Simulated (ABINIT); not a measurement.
**Beyond one shot: AgCl (Fm-3m)**

Wanted: G0W0 and self-consistent gaps of AgCl (Fm-3m), with the cost of the cycles.

Calculated with ABINIT 10.8.3; PBE and many-body steps on it, plane waves.

This is a report of a sequence of runs, with most program output left out.

### 1. The starting structure

Symmetry: Fm-3m, No. 225, cubic system. The conventional cell has a = 5.597 Å, b = 5.597 Å, c = 5.597 Å, α = 90.00°, β = 90.00°, γ = 90.00°. Nearest to Ag lie 6 Cl at 2.80 Å. Nearest to Cl lie 6 Ag at 2.80 Å. Farther neighbours and most contacts between anions are not listed.

 The runs that relaxed it are not among those shown.

### 2. Empty states on the mesh, 4×4×4 mesh, 135 bands

This step: ABINIT 10.8.3; DFT, PBE, plane waves, norm-conserving pseudopotentials.

The sums over transitions need many empty states on a uniform mesh; this step solves for them.

The input, run.abi:

```
acell 3*1.0 Angstrom
rprim 
  0.000000000000 2.798500000000 2.798500000000
  2.798500000000 0.000000000000 2.798500000000
  2.798500000000 2.798500000000 -0.000000000000
ntypat 2
znucl 47 17
natom 2
typat 1 2
xred 
  0.000000000000 0.000000000000 0.000000000000
  0.500000000000 0.500000000000 0.500000000000
pp_dirpath "pseudos"
pseudos "Ag.upf, Cl.upf"
ecut 37
ngkpt 4 4 4
nshiftk 1
shiftk 0 0 0
kptopt 1
chksymbreak 0
irdden 1
istwfk *1
nband 135
prtvol 0
optdriver 6
gwr_task "HDIAGO"
paral_kgb 0
occopt 1
indata_prefix "in"
outdata_prefix "out"
tmpdata_prefix "tmp"
```

Run with:

```bash
OMP_NUM_THREADS=1 mpirun -n 4 abinit run.abi > log
```

It took 56 s on 4 MPI ranks of Arm Neoverse V1, shared host; peak memory 2.4 GiB.

This step gave:

```
gap                                                           : 0.9214 eV
k of the valence top                                          : 0.5, 0, 0
k of the conduction bottom                                    : 0, 0, 0
least direct gap                                              : 3.124 eV
k points computed                                             : 8
lowest point of the top converged band, above the valence top : 100.5461 eV
```

On this mesh the gap is 0.921 eV.

The density comes from a self-consistent run that is not shown.

### 3. Screening, 4×4×4 mesh, 127 bands, screening to 163.3 eV

The RPA dielectric matrix is built and inverted for each q.

This step: RPA screening on PBE, plane waves, norm-conserving pseudopotentials.

run.abi: that of step 2 with these lines changed.

```diff
@@ -20,10 +20,11 @@
 chksymbreak 0
-irdden 1
 istwfk *1
-nband 135
-prtvol 0
-optdriver 6
-gwr_task "HDIAGO"
-paral_kgb 0
 occopt 1
+irdwfk 1
+optdriver 3
+nband 127
+ecuteps 6
+inclvkb 2
+awtr 1
+symchi 1
 indata_prefix "in"
```

Elapsed: 37 s, on 4 MPI ranks; peak memory 0.96 GiB; 2.5 min of CPU time.

Numbers from this step:

| Quantity | Value |
| --- | --- |
| ε∞ with local fields, on this mesh, along the program's q direction | 5.175 |
| the same without local fields | 5.628 |
| plasma frequency | 28.60 eV |
| plane waves in the screening matrix | 181 |

Local fields lower ε∞ by 8 %. On a Γ-centred mesh this coarse the value itself is usually too large, while a short band sum pulls it down.

### 4. G0W0

The self-energy is evaluated for the states that the input lists, and the levels follow from it, in one-shot runs by the linearised quasiparticle equation.

This step: G0W0 on PBE, plane waves, norm-conserving pseudopotentials.

run.abi: that of step 3 with these lines changed.

```diff
@@ -23,8 +23,17 @@
 irdwfk 1
-optdriver 3
+optdriver 4
 nband 127
+gwcalctyp 0
+ecutsigx 37
+symsigma 1
+nkptgw 2
+kptgw 
+  0.5000000000 0.0000000000 0.0000000000
+  0.0000000000 0.0000000000 0.0000000000
+bdgw 
+  12 15
+  11 17
 ecuteps 6
-inclvkb 2
-awtr 1
-symchi 1
+irdscr 1
+ppmodel 1
 indata_prefix "in"
```

Elapsed: 9.6 s, on 4 MPI ranks; peak memory 0.91 GiB.

Numbers from this step:

```yaml
g0w0_gap_on_the_points_computed: 2.163 eV
starting_gap_on_the_mesh: 0.9214 eV
k_of_the_valence_top: 0.5, 0, 0
k_of_the_conduction_bottom: 0, 0, 0
z_at_the_valence_top: 0.797
z_at_the_conduction_bottom: 0.83
least_direct_g0w0_gap_on_the_computed_points: 4.576 eV
```

The gap on the mesh goes from 0.92 eV to 2.16 eV, a correction of +1.24 eV.

### 5. evGW0, cycle 1

This step: evGW0 on PBE, plane waves, norm-conserving pseudopotentials.

run.abi: that of step 4 with these lines changed.

```diff
@@ -25,12 +25,24 @@
 nband 127
-gwcalctyp 0
+gwcalctyp 10
 ecutsigx 37
 symsigma 1
-nkptgw 2
+nkptgw 8
 kptgw 
+  0.0000000000 0.0000000000 0.0000000000
+  0.2500000000 0.0000000000 0.0000000000
   0.5000000000 0.0000000000 0.0000000000
-  0.0000000000 0.0000000000 0.0000000000
+  0.2500000000 0.2500000000 0.0000000000
+  0.5000000000 0.2500000000 0.0000000000
+  -0.2500000000 0.2500000000 0.0000000000
+  0.5000000000 0.5000000000 0.0000000000
+  -0.2500000000 0.5000000000 0.2500000000
 bdgw 
-  12 15
-  11 17
+  6 21
+  6 21
+  6 21
+  6 21
+  6 21
+  6 21
+  6 21
+  6 21
 ecuteps 6
```

Run time: 2.6 min. Hardware: 4 MPI ranks; peak memory 1.5 GiB; 11 min of CPU time.

Numbers from this step:

```
quasiparticle gap on the mesh                         : 2.464 eV
gap of the density functional on the mesh             : 0.9214 eV
k of the valence top                                  : 0.5, 0, 0
k of the conduction bottom                            : 0, 0, 0
Z at the valence top                                  : 0.797
Z at the conduction bottom                            : 0.83
least direct quasiparticle gap on the computed points : 4.941 eV
```

Against G0W0 in ABINIT (4×4×4 mesh, 127 bands, screening to 163.3 eV, Godby-Needs plasmon pole), the gap moves by +0.301 eV. This first cycle still uses the starting levels; it takes the full correction, at all points of the mesh, and its linearised value is 2.163 eV.

### 6. evGW0, cycle 2

The corrected levels of the last cycle go back in.

run.abi: that of step 5 with these lines changed.

```diff
@@ -50,2 +50,3 @@
 ppmodel 1
+irdqps 1
 indata_prefix "in"
```

Elapsed: 2.6 min, on 4 MPI ranks; peak memory 1.5 GiB.

This step gave:

```yaml
quasiparticle_gap_on_the_mesh: 2.382 eV
gap_of_the_density_functional_on_the_mesh: 0.9214 eV
k_of_the_valence_top: 0.5, 0, 0
k_of_the_conduction_bottom: 0, 0, 0
least_direct_quasiparticle_gap_on_the_computed_points: 4.789 eV
```

Against the cycle before, the gap moves by −0.082 eV.

### 7. evGW0, cycle 3

run.abi is that of step 6.

It took 2.6 min on 4 MPI ranks; peak memory 1.5 GiB.

Numbers from this step:

* quasiparticle gap on the mesh: 2.384 eV
* gap of the density functional on the mesh: 0.9214 eV
* k of the valence top: 0.5, 0, 0
* k of the conduction bottom: 0, 0, 0
* least direct quasiparticle gap on the computed points: 4.803 eV

Against the cycle before, the gap moves by +0.002 eV.

### 8. Screening, 4×4×4 mesh, 127 bands, screening to 163.3 eV

This step: RPA screening on PBE, plane waves, norm-conserving pseudopotentials.

The input, run.abi:

```
acell 3*1.0 Angstrom
rprim 
  0.000000000000 2.798500000000 2.798500000000
  2.798500000000 0.000000000000 2.798500000000
  2.798500000000 2.798500000000 -0.000000000000
ntypat 2
znucl 47 17
natom 2
typat 1 2
xred 
  0.000000000000 0.000000000000 0.000000000000
  0.500000000000 0.500000000000 0.500000000000
pp_dirpath "pseudos"
pseudos "Ag.upf, Cl.upf"
ecut 37
ngkpt 4 4 4
nshiftk 1
shiftk 0 0 0
kptopt 1
chksymbreak 0
istwfk *1
occopt 1
irdwfk 1
optdriver 3
nband 127
ecuteps 6
inclvkb 2
awtr 1
symchi 1
gwcalctyp 10
mbpt_sciss 1.713 eV
nqptdm 1
qptdm 
  0 0 0
indata_prefix "in"
outdata_prefix "out"
tmpdata_prefix "tmp"
```

Elapsed: 7.4 s, on 4 MPI ranks; peak memory 0.84 GiB.

Numbers from this step:

| Item | Value |
| --- | --- |
| ε∞ with local fields, on this mesh, along the program's q direction | 4.270 |
| the same without local fields | 4.635 |
| plasma frequency | 28.60 eV |
| plane waves in the screening matrix | 181 |

This screening uses the functional's bands under a rigid shift, the mean opening of the cycle before.

### 9. Screening, 4×4×4 mesh, 127 bands, screening to 163.3 eV

This step: RPA screening on PBE from quasiparticle energies, plane waves, norm-conserving pseudopotentials.

run.abi: that of step 8 with these lines changed.

```diff
@@ -29,7 +29,13 @@
 symchi 1
+irdqps 1
 gwcalctyp 10
-mbpt_sciss 1.713 eV
-nqptdm 1
+nqptdm 7
 qptdm 
-  0 0 0
+  0.2500000000 0.0000000000 0.0000000000
+  0.5000000000 0.0000000000 0.0000000000
+  0.2500000000 0.2500000000 0.0000000000
+  0.5000000000 0.2500000000 0.0000000000
+  -0.2500000000 0.2500000000 0.0000000000
+  0.5000000000 0.5000000000 0.0000000000
+  -0.2500000000 0.5000000000 0.2500000000
 indata_prefix "in"
```

The input, mrgscr.stdin:

```
2
merged
q0_SCR
out_SCR
1
```

Run with:

```bash
OMP_NUM_THREADS=1 mpirun -n 4 abinit run.abi > log; mrgscr < mrgscr.stdin
```

The job ended after 33 s (4 MPI ranks; peak memory 0.93 GiB; 2.2 min of CPU time).

Numbers from this step:

```yaml
plasma_frequency: 28.60 eV
plane_waves_in_the_screening_matrix: 181
```

This screening reads the quasiparticle levels of the cycle before.

### 10. evGW, cycle 1

This step: evGW on PBE, plane waves, norm-conserving pseudopotentials.

run.abi: that of step 9 with these lines changed.

```diff
@@ -23,12 +23,10 @@
 irdwfk 1
-optdriver 3
+optdriver 4
 nband 127
-ecuteps 6
-inclvkb 2
-awtr 1
-symchi 1
-irdqps 1
 gwcalctyp 10
-nqptdm 7
-qptdm 
+ecutsigx 37
+symsigma 1
+nkptgw 8
+kptgw 
+  0.0000000000 0.0000000000 0.0000000000
   0.2500000000 0.0000000000 0.0000000000
@@ -40,2 +38,15 @@
   -0.2500000000 0.5000000000 0.2500000000
+bdgw 
+  6 21
+  6 21
+  6 21
+  6 21
+  6 21
+  6 21
+  6 21
+  6 21
+ecuteps 6
+irdscr 1
+ppmodel 1
+irdqps 1
 indata_prefix "in"
```

Run with:

```bash
OMP_NUM_THREADS=1 mpirun -n 4 abinit run.abi > log
```

The job ended after 2.6 min (4 MPI ranks; peak memory 1.5 GiB; 11 min of CPU time).

Numbers from this step:

| Property | Result |
| --- | --- |
| quasiparticle gap on the mesh | 2.770 eV |
| gap of the density functional on the mesh | 0.9214 eV |
| k of the valence top | 0.5, 0, 0 |
| k of the conduction bottom | 0, 0, 0 |
| least direct quasiparticle gap on the computed points | 5.184 eV |

Against G0W0 in ABINIT (4×4×4 mesh, 127 bands, screening to 163.3 eV, Godby-Needs plasmon pole), the gap moves by +0.607 eV.

### 11. Screening, 4×4×4 mesh, 127 bands, screening to 163.3 eV

This step: RPA screening on PBE, plane waves, norm-conserving pseudopotentials.

The input, run.abi:

```
acell 3*1.0 Angstrom
rprim 
  0.000000000000 2.798500000000 2.798500000000
  2.798500000000 0.000000000000 2.798500000000
  2.798500000000 2.798500000000 -0.000000000000
ntypat 2
znucl 47 17
natom 2
typat 1 2
xred 
  0.000000000000 0.000000000000 0.000000000000
  0.500000000000 0.500000000000 0.500000000000
pp_dirpath "pseudos"
pseudos "Ag.upf, Cl.upf"
ecut 37
ngkpt 4 4 4
nshiftk 1
shiftk 0 0 0
kptopt 1
chksymbreak 0
istwfk *1
occopt 1
irdwfk 1
optdriver 3
nband 127
ecuteps 6
inclvkb 2
awtr 1
symchi 1
gwcalctyp 10
mbpt_sciss 2.144 eV
nqptdm 1
qptdm 
  0 0 0
indata_prefix "in"
outdata_prefix "out"
tmpdata_prefix "tmp"
```

Elapsed: 7.4 s, on 4 MPI ranks; peak memory 0.83 GiB; 29 s of CPU time.

Numbers from this step:

```yaml
eps_infinity_with_local_fields_on_this_mesh_along_the_program_s_q_direction: 4.110
the_same_without_local_fields: 4.458
plasma_frequency: 28.60 eV
plane_waves_in_the_screening_matrix: 181
```

This screening uses the functional's bands under a rigid shift, the mean opening of the cycle before.

### 12. Screening, 4×4×4 mesh, 127 bands, screening to 163.3 eV

This step: RPA screening on PBE from quasiparticle energies, plane waves, norm-conserving pseudopotentials.

run.abi: that of step 11 with these lines changed.

```diff
@@ -29,7 +29,13 @@
 symchi 1
+irdqps 1
 gwcalctyp 10
-mbpt_sciss 2.144 eV
-nqptdm 1
+nqptdm 7
 qptdm 
-  0 0 0
+  0.2500000000 0.0000000000 0.0000000000
+  0.5000000000 0.0000000000 0.0000000000
+  0.2500000000 0.2500000000 0.0000000000
+  0.5000000000 0.2500000000 0.0000000000
+  -0.2500000000 0.2500000000 0.0000000000
+  0.5000000000 0.5000000000 0.0000000000
+  -0.2500000000 0.5000000000 0.2500000000
 indata_prefix "in"
```

mrgscr.stdin is that of step 9.

Run with:

```bash
OMP_NUM_THREADS=1 mpirun -n 4 abinit run.abi > log; mrgscr < mrgscr.stdin
```

Wall time 33 s (4 MPI ranks); peak memory 0.93 GiB.

This step gave:

- plasma frequency: 28.60 eV
- plane waves in the screening matrix: 181

This screening reads the quasiparticle levels of the cycle before.

### 13. evGW, cycle 2

This step: evGW on PBE, plane waves, norm-conserving pseudopotentials.

run.abi: that of step 12 with these lines changed.

```diff
@@ -23,12 +23,10 @@
 irdwfk 1
-optdriver 3
+optdriver 4
 nband 127
-ecuteps 6
-inclvkb 2
-awtr 1
-symchi 1
-irdqps 1
 gwcalctyp 10
-nqptdm 7
-qptdm 
+ecutsigx 37
+symsigma 1
+nkptgw 8
+kptgw 
+  0.0000000000 0.0000000000 0.0000000000
   0.2500000000 0.0000000000 0.0000000000
@@ -40,2 +38,15 @@
   -0.2500000000 0.5000000000 0.2500000000
+bdgw 
+  6 21
+  6 21
+  6 21
+  6 21
+  6 21
+  6 21
+  6 21
+  6 21
+ecuteps 6
+irdscr 1
+ppmodel 1
+irdqps 1
 indata_prefix "in"
```

Run with:

```bash
OMP_NUM_THREADS=1 mpirun -n 4 abinit run.abi > log
```

The job ended after 2.6 min (4 MPI ranks; peak memory 1.5 GiB).

This step gave:

* quasiparticle gap on the mesh: 2.839 eV
* gap of the density functional on the mesh: 0.9214 eV
* k of the valence top: 0.5, 0, 0
* k of the conduction bottom: 0, 0, 0
* least direct quasiparticle gap on the computed points: 5.249 eV

Against the cycle before, the gap moves by +0.069 eV.

### 14. Screening, 4×4×4 mesh, 127 bands, screening to 163.3 eV

This step: RPA screening on PBE, plane waves, norm-conserving pseudopotentials.

The input, run.abi:

```
acell 3*1.0 Angstrom
rprim 
  0.000000000000 2.798500000000 2.798500000000
  2.798500000000 0.000000000000 2.798500000000
  2.798500000000 2.798500000000 -0.000000000000
ntypat 2
znucl 47 17
natom 2
typat 1 2
xred 
  0.000000000000 0.000000000000 0.000000000000
  0.500000000000 0.500000000000 0.500000000000
pp_dirpath "pseudos"
pseudos "Ag.upf, Cl.upf"
ecut 37
ngkpt 4 4 4
nshiftk 1
shiftk 0 0 0
kptopt 1
chksymbreak 0
istwfk *1
occopt 1
irdwfk 1
optdriver 3
nband 127
ecuteps 6
inclvkb 2
awtr 1
symchi 1
gwcalctyp 10
mbpt_sciss 2.197 eV
nqptdm 1
qptdm 
  0 0 0
indata_prefix "in"
outdata_prefix "out"
tmpdata_prefix "tmp"
```

It took 7.4 s on 4 MPI ranks; peak memory 0.83 GiB.

Numbers from this step:

```
ε∞ with local fields, on this mesh, along the program's q direction : 4.091
the same without local fields                                       : 4.437
plasma frequency                                                    : 28.60 eV
plane waves in the screening matrix                                 : 181
```

This screening uses the functional's bands under a rigid shift, the mean opening of the cycle before.

### 15. Screening, 4×4×4 mesh, 127 bands, screening to 163.3 eV

This step: RPA screening on PBE from quasiparticle energies, plane waves, norm-conserving pseudopotentials.

run.abi: that of step 14 with these lines changed.

```diff
@@ -29,7 +29,13 @@
 symchi 1
+irdqps 1
 gwcalctyp 10
-mbpt_sciss 2.197 eV
-nqptdm 1
+nqptdm 7
 qptdm 
-  0 0 0
+  0.2500000000 0.0000000000 0.0000000000
+  0.5000000000 0.0000000000 0.0000000000
+  0.2500000000 0.2500000000 0.0000000000
+  0.5000000000 0.2500000000 0.0000000000
+  -0.2500000000 0.2500000000 0.0000000000
+  0.5000000000 0.5000000000 0.0000000000
+  -0.2500000000 0.5000000000 0.2500000000
 indata_prefix "in"
```

mrgscr.stdin is that of step 12.

Run with:

```bash
OMP_NUM_THREADS=1 mpirun -n 4 abinit run.abi > log; mrgscr < mrgscr.stdin
```

Run time: 33 s. Hardware: 4 MPI ranks; peak memory 0.93 GiB; 2.2 min of CPU time.

This step gave:

```
plasma frequency                    : 28.60 eV
plane waves in the screening matrix : 181
```

This screening reads the quasiparticle levels of the cycle before.

### 16. evGW, cycle 3

This step: evGW on PBE, plane waves, norm-conserving pseudopotentials.

run.abi: that of step 15 with these lines changed.

```diff
@@ -23,12 +23,10 @@
 irdwfk 1
-optdriver 3
+optdriver 4
 nband 127
-ecuteps 6
-inclvkb 2
-awtr 1
-symchi 1
-irdqps 1
 gwcalctyp 10
-nqptdm 7
-qptdm 
+ecutsigx 37
+symsigma 1
+nkptgw 8
+kptgw 
+  0.0000000000 0.0000000000 0.0000000000
   0.2500000000 0.0000000000 0.0000000000
@@ -40,2 +38,15 @@
   -0.2500000000 0.5000000000 0.2500000000
+bdgw 
+  6 21
+  6 21
+  6 21
+  6 21
+  6 21
+  6 21
+  6 21
+  6 21
+ecuteps 6
+irdscr 1
+ppmodel 1
+irdqps 1
 indata_prefix "in"
```

Run with:

```bash
OMP_NUM_THREADS=1 mpirun -n 4 abinit run.abi > log
```

It took 2.6 min on 4 MPI ranks; peak memory 1.5 GiB; 11 min of CPU time.

Numbers from this step:

```yaml
quasiparticle_gap_on_the_mesh: 2.848 eV
gap_of_the_density_functional_on_the_mesh: 0.9214 eV
k_of_the_valence_top: 0.5, 0, 0
k_of_the_conduction_bottom: 0, 0, 0
least_direct_quasiparticle_gap_on_the_computed_points: 5.259 eV
```

Against the cycle before, the gap moves by +0.009 eV.

### 17. The runs together

Times are wall times on 4 MPI ranks of Arm Neoverse V1, shared host, good to a factor of about two. A run's time includes the screening step that it read.

```
           run   mesh  bands  screening cutoff (eV)  DFT gap (eV)  gap on the mesh (eV)  direct (eV)  ε∞ used     time
          G0W0  4×4×4    127                  163.3         0.921                 2.163        4.576     5.17     47 s
evGW0, cycle 1  4×4×4    127                  163.3         0.921                 2.464        4.941     5.17  3.3 min
evGW0, cycle 2  4×4×4    127                  163.3         0.921                 2.382        4.789     5.17  3.3 min
evGW0, cycle 3  4×4×4    127                  163.3         0.921                 2.384        4.803     5.17  3.3 min
 evGW, cycle 1  4×4×4    127                  163.3         0.921                 2.770        5.184     4.27  3.3 min
 evGW, cycle 2  4×4×4    127                  163.3         0.921                 2.839        5.249     4.11  3.3 min
 evGW, cycle 3  4×4×4    127                  163.3         0.921                 2.848        5.259     4.09  3.3 min
```

### 18. Summary of results

| Quantity | Value |
| --- | --- |
| G0W0 | 2.163 eV |
| evGW0, cycle 1 | 2.464 eV |
| evGW0, cycle 2 | 2.382 eV |
| evGW0, cycle 3 | 2.384 eV |
| evGW, cycle 1 | 2.770 eV |
| evGW, cycle 2 | 2.839 eV |
| evGW, cycle 3 | 2.848 eV |
| known limits | not at the basis limit; d shell near the gap, gap tends to lie low; no spin-orbit coupling; coarse k mesh |

Only the bands that the input lists are updated; the others, empty or deep, keep the functional's energies or take a rigid shift. The evGW loop starts from the last levels of evGW0, so its cycles and time come on top of those. evGW0 ends at 2.38 eV, +0.22 eV from G0W0, after 3 cycles that took 7.9 min beside the first screening; the last moved the gap by 0.002 eV. evGW ends at 2.85 eV, +0.69 eV from G0W0, after 3 cycles that took 9.9 min beside the first screening; the last moved the gap by 0.009 eV. The first cycle of evGW0 takes the full correction, without the factor Z, so it overshoots the one-shot value. Bands and cutoff are finite, so the gap is not at the basis limit. The miss can reach some tenths of an eV and take either sign; the mesh is an error of its own. The 4×4×4 mesh is coarse for this cell, which bears on the long-range parts of exchange and screening. In the updated screening the q = 0 part is built from Kohn-Sham bands under a rigid shift, the other q from the quasiparticle levels. A d shell, filled or nearly so, lies near the gap. One-shot GW converges very slowly in bands there, not always from below, and on a semilocal start the gap tends to come out low; starts rich in exact exchange can overshoot instead. The many-body steps are scalar-relativistic: spin-orbit coupling is not in them.

[Paths, hosts, dates, memory and timing lines, banners, echoed tables and standing remarks are left out of the program output.]

[Logs are printed without paths, hosts, clocks, repeated set-up lines and the standing remarks that a program may print on its own settings, such as how far it seeks lower states.]

[Runs of the session that timed out or met a known fault of the program may be left out.]

[Hosts, paths, dates, database ids (printed as entryN), source tags and the programs' standing remarks are cut or masked in the printed files.]

[G0W0 gaps are taken among the corrected bands and points alone; a level outside them can change the order at an edge.]

[Where Ansatz stands beside ABINIT at settings called matched, ABINIT's density can come from a denser mesh and the files from another edition; pairs whose starting gaps differed by over 0.03 eV were left out, so agreement reads better than it is.]
